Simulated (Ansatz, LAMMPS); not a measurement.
# Glassy 63GeO2-33Na2O-3Sc2O3 (mol %) (92 atoms) under strain

Aim: relax glassy 63GeO2-33Na2O-3Sc2O3 (mol %) (92 atoms), then change its volume and shape to read moduli from the stress.

Method: Kohn-Sham DFT, PBE, PAW (set soft_2), plane waves, in Ansatz 0.2.0.

## (1) Starting point

The cell holds 92 atoms: 19 Ge, 20 Na, 2 Sc and 51 O. Its edges and angles: a = 10.931 Å, b = 10.931 Å, c = 10.931 Å, α = 90.0°, β = 90.0°, γ = 90.0°. 92 atoms (19 Ge, 20 Na, 2 Sc, 51 O) placed at random at 3.5 g/cm³, melted at 4000 K for 10 ps at fixed volume with the Morse and Coulomb pair potential with partial charges (Pedone, Malavasi, Menziani, Cormack and Segre, J. Phys. Chem. B 110, 11780 (2006)). Quenched from 4000 K to 300 K at 25 K/ps and fixed volume, held 10 ps at zero pressure, then minimised at fixed cell.

What the set-up can't give: The quench rate of 25 K/ps is many orders above laboratory rates, so the cell is likely richer in defects and strain than a real sample. The network of bonds at the start is that of the classical potential that made the cell, and needn't be the one that DFT or experiment would give. The Brillouin zone is sampled at Γ only.

## (2) Single point at the start

The forces at the start show how far the geometry lies from a minimum of this functional.

Input file input.yaml:

```yaml
crystal:
  lattice:
    - [10.93102, 0.0, 0.0]
    - [0.0, 10.93102, 0.0]
    - [0.0, 0.0, 10.93102]
  atoms:
    - { symbol: Ge, position: [0.73811, 0.53646, 0.62862] }
    - { symbol: Ge, position: [0.21976, 0.05108, 0.79947] }
    - { symbol: Ge, position: [0.44518, 0.97646, 0.19977] }
    - { symbol: Ge, position: [0.80652, 0.41069, 0.181] }
    - { symbol: Ge, position: [0.14142, 0.98983, 0.23918] }
    - { symbol: Ge, position: [0.50391, 0.03484, 0.89105] }
    - { symbol: Ge, position: [0.71044, 0.55143, 0.93032] }
    - { symbol: Ge, position: [0.65097, 0.08718, 0.393] }
    - { symbol: Ge, position: [0.87564, 0.88178, 0.36143] }
    - { symbol: Ge, position: [0.21107, 0.7174, 0.07269] }
    - { symbol: Ge, position: [0.4643, 0.72649, 0.88956] }
    - { symbol: Ge, position: [0.88878, 0.78796, 0.65443] }
    - { symbol: Ge, position: [0.33255, 0.51759, 0.71865] }
    - { symbol: Ge, position: [0.81081, 0.97661, 0.89013] }
    - { symbol: Ge, position: [0.30114, 0.36302, 0.4644] }
    - { symbol: Ge, position: [0.23729, 0.43338, 0.17584] }
    - { symbol: Ge, position: [0.55432, 0.3315, 0.83419] }
    - { symbol: Ge, position: [0.10684, 0.12749, 0.53248] }
    - { symbol: Ge, position: [0.58272, 0.38862, 0.3946] }
    - { symbol: Na, position: [0.85855, 0.32818, 0.46744] }
    - { symbol: Na, position: [0.86648, 0.28475, 0.72347] }
    - { symbol: Na, position: [0.19319, 0.76043, 0.76542] }
    - { symbol: Na, position: [0.61104, 0.68283, 0.36221] }
    - { symbol: Na, position: [0.0612, 0.37304, 0.67752] }
    - { symbol: Na, position: [0.53902, 0.26385, 0.1198] }
    - { symbol: Na, position: [0.92945, 0.59287, 0.42145] }
    - { symbol: Na, position: [0.59386, 0.85528, 0.64918] }
    - { symbol: Na, position: [0.90069, 0.71015, 0.09947] }
    - { symbol: Na, position: [0.76633, 0.1082, 0.63512] }
    - { symbol: Na, position: [0.03439, 0.91027, 0.00778] }
    - { symbol: Na, position: [0.51825, 0.52485, 0.13576] }
    - { symbol: Na, position: [0.48546, 0.1609, 0.6147] }
    - { symbol: Na, position: [0.28772, 0.1723, 0.064] }
    - { symbol: Na, position: [0.76964, 0.24749, 0.92643] }
    - { symbol: Na, position: [0.03658, 0.26489, 0.27195] }
    - { symbol: Na, position: [0.67392, 0.78446, 0.13319] }
    - { symbol: Na, position: [0.25962, 0.35625, 0.91771] }
    - { symbol: Na, position: [0.86509, 0.06793, 0.15194] }
    - { symbol: Na, position: [0.36178, 0.67802, 0.32393] }
    - { symbol: Sc, position: [0.01534, 0.56953, 0.84653] }
    - { symbol: Sc, position: [0.02042, 0.23661, 0.99094] }
    - { symbol: O, position: [0.66015, 0.51875, 0.76247] }
    - { symbol: O, position: [0.36625, 0.3836, 0.10431] }
    - { symbol: O, position: [0.65888, 0.47926, 0.50539] }
    - { symbol: O, position: [0.50722, 0.86864, 0.84728] }
    - { symbol: O, position: [0.66386, 0.38914, 0.24961] }
    - { symbol: O, position: [0.96442, 0.1795, 0.56505] }
    - { symbol: O, position: [0.7643, 0.69376, 0.6143] }
    - { symbol: O, position: [0.34463, 0.71545, 0.98936] }
    - { symbol: O, position: [0.87854, 0.47119, 0.61879] }
    - { symbol: O, position: [0.4236, 0.40194, 0.77798] }
    - { symbol: O, position: [0.08307, 0.09424, 0.12998] }
    - { symbol: O, position: [0.91534, 0.85708, 0.51284] }
    - { symbol: O, position: [0.90722, 0.43768, 0.29566] }
    - { symbol: O, position: [0.19297, 0.8467, 0.1586] }
    - { symbol: O, position: [0.65053, 0.26715, 0.72987] }
    - { symbol: O, position: [0.20506, 0.25578, 0.53368] }
    - { symbol: O, position: [0.30562, 0.48216, 0.56868] }
    - { symbol: O, position: [0.67238, 0.23848, 0.4246] }
    - { symbol: O, position: [0.16999, 0.17928, 0.87479] }
    - { symbol: O, position: [0.19391, 0.51675, 0.79038] }
    - { symbol: O, position: [0.66667, 0.03724, 0.87801] }
    - { symbol: O, position: [0.83676, 0.62443, 0.87191] }
    - { symbol: O, position: [0.12679, 0.35837, 0.09561] }
    - { symbol: O, position: [0.58751, 0.65454, 0.9576] }
    - { symbol: O, position: [0.01057, 0.70507, 0.70136] }
    - { symbol: O, position: [0.55276, 0.07134, 0.27052] }
    - { symbol: O, position: [0.77902, 0.53166, 0.08285] }
    - { symbol: O, position: [0.4833, 0.8317, 0.23958] }
    - { symbol: O, position: [0.48242, 0.51125, 0.34396] }
    - { symbol: O, position: [0.78408, 0.01131, 0.35053] }
    - { symbol: O, position: [0.30388, 0.03162, 0.23986] }
    - { symbol: O, position: [0.63491, 0.40406, 0.95119] }
    - { symbol: O, position: [0.79982, 0.75582, 0.31235] }
    - { symbol: O, position: [0.96586, 0.38433, 0.87665] }
    - { symbol: O, position: [0.40478, 0.65172, 0.76046] }
    - { symbol: O, position: [0.90845, 0.09929, 0.90445] }
    - { symbol: O, position: [0.11748, 0.06802, 0.38815] }
    [... 8 atom lines left out ...]
    - { symbol: O, position: [0.15998, 0.04301, 0.65347] }
    - { symbol: O, position: [0.84093, 0.89804, 0.75672] }
    - { symbol: O, position: [0.08633, 0.67854, 0.98752] }
    - { symbol: O, position: [0.50228, 0.20406, 0.91515] }
    - { symbol: O, position: [0.18838, 0.92364, 0.87908] }
    - { symbol: O, position: [0.37809, 0.05896, 0.78642] }
kpoints:
  mp_grid: { grid: [1, 1, 1] }
hamiltonian:
  xc: pbe
scf:
  occupations: { method: fermi_dirac, width: 0.05 }
output:
  forces: true
```

Launch:

```bash
> ansatz run input.yaml --threads 4 --pin off --max-ram 8192MiB --backend cpu --events-out ev --progress --plain --runs-dir out
```

What it wrote:

```text
[...]
Pseudopotentials: kind: paw
Pseudopotential: Ge, paw, valence charge 14, recommended cutoff 420 eV (normal), Ge.paw.azcp
Pseudopotential: Na, paw, valence charge 9, recommended cutoff 420 eV (normal), Na.paw.azcp
Pseudopotential: Sc, paw, valence charge 11, recommended cutoff 420 eV (normal), Sc.paw.azcp
Pseudopotential: O, paw, valence charge 6, recommended cutoff 420 eV (normal), O.paw.azcp
[... 5 lines on functional and potentials left out ...]
Crystal: 92 atoms, lattice volume = 1306.117 Å³
Basis set: ecut = 420 eV, 25533 PW (Γ), exchange–correlation on 150×150×150 points (8 copies of the dense FFT grid, shifted against one another)
Bands: 479, of which v1, the nominal top of the filled ones, is band 387 counted from 1 (386 counted from 0)
Symmetry: 1 space group operations
Space group: P1 (ITA 1), of the structure as read, at distance tolerance 1.1e-4 Å
k-points: 1
[... 9 lines on functional and potentials left out ...]
Initial density: superposition of atomic densities (neutral atoms: chi_scale 0, normalization atom), corrected by the library's trained network
Initial wavefunctions: pseudopotential atomic-orbital guess
[...]
SCF iter   1: F=—  HF=-144569.317983 eV  |F-HF|=—  |Δ(HF+E_count)|=         —  Δρ=2.21e-3  dr2=7.87e-2  ethr=1.77e-3  ⟨swp⟩=5.0  Hψ=1849  notcnv=0  defer=63
preconditioner: auto → Resta (q_TF=auto, 2.500 Å⁻¹)  ε∞=2.7  [insulator: Δε(μ)=2.153 eV  Ē_g=21.279 eV  σ=0.050 eV  W_gap=1.00  n_scr=340 (ndim 8)  ℏωp=27.8 eV  f_vac=0.207  D(μ)=0.00/eV (n_scr^D=0)  ε∞_Penn≈2.7]
SCF iter   2: F=—  HF=-144569.315536 eV  |F-HF|=—  |Δ(HF+E_count)|=   2.45e-3  Δρ=1.20e-3  dr2=1.64e-2  ethr=1.02e-5  ⟨swp⟩=2.0  Hψ=711  notcnv=0  defer=82
SCF iter   3: F=—  HF=-144569.318656 eV  |F-HF|=—  |Δ(HF+E_count)|=   3.12e-3  Δρ=5.21e-4  dr2=5.18e-3  ethr=2.13e-6  ⟨swp⟩=2.0  Hψ=573  notcnv=0  defer=51
automatic band count: iteration 3 solves 448 bands in place of 479: the levels show a gap, and the empty bands left out lie too high to hold charge; the band table lists the bands solved (type scf.n_extra_bands for more)
SCF iter   4: F=—  HF=-144569.320525 eV  |F-HF|=—  |Δ(HF+E_count)|=   1.87e-3  Δρ=2.20e-4  dr2=7.24e-4  ethr=6.69e-7  ⟨swp⟩=2.0  Hψ=572  notcnv=0  defer=51
SCF iter   5: F=—  HF=-144569.320625 eV  |F-HF|=—  |Δ(HF+E_count)|=   1.00e-4  Δρ=1.23e-4  dr2=2.14e-4  ethr=9.35e-8  ⟨swp⟩=2.0  Hψ=595  notcnv=0  defer=51
[...]
SCF iter   9: F=—  HF=-144569.318606 eV  |F-HF|=—  |Δ(HF+E_count)|=   1.72e-7  Δρ=3.74e-6  dr2=2.09e-7  ethr=1.51e-10  ⟨swp⟩=2.0  Hψ=762  notcnv=0  defer=51
SCF iter  10: F=-144569.318606 eV  HF=-144569.318606 eV  |F-HF|=1.98e-8  |Δ(HF+E_count)|=   3.16e-8  Δρ=1.60e-6  dr2=3.73e-8  ethr=1.29e-11  ⟨swp⟩=4.0  Hψ=1380  notcnv=0
SCF 1 converged in 10 iterations: F = -144569.318606 eV  dr2 = 3.73e-8
[...]
SCF converged after 10 iterations
Free energy (F): -144569.318606 eV
Harris-Foulkes:  -144569.318606 eV  (|F-HF|=1.98e-8)
Internal energy: -144569.318606 eV  (E = F + TS)
E sigma→0 (E₀):  -144569.318606 eV
Fermi energy:    5.758410 eV
--- Per-component energies (eV) ---
[...]
Σ components = -144569.318606   (vs F -144569.318606, Δ=0.00e0)
--- Forces (eV/Å), atoms counted from 1 ---
  atom   1  Ge     0.39382272    -0.61857558     1.42216449
  atom   2  Ge    -0.52638814    -0.45262702     0.99476904
  atom   3  Ge     0.24558220    -1.43873422     0.59904769
  atom   4  Ge     0.58155932    -0.52938377     0.64919996
[...]
atom  92  O      2.17455865     0.29431877    -1.34109558
  max |Σ_I F_I| component: 7.81e-5 eV/Å
```

Wall time 11 s (4 threads of Intel Xeon Platinum 8375C at 2.90GHz (Ice Lake), shared host); peak memory 2.1 GiB; 39 s of CPU time.

The r.m.s. force at the start is 0.89 eV/Å.

(Continued in part 2 of 4.)

[Logs are printed without paths, hosts, clocks, repeated set-up lines and the standing remarks that a program may print on its own settings, such as how far it seeks lower states.]

[Hosts, paths, dates, database ids (printed as entryN), source tags and the programs' standing remarks are cut or masked in the printed files.]
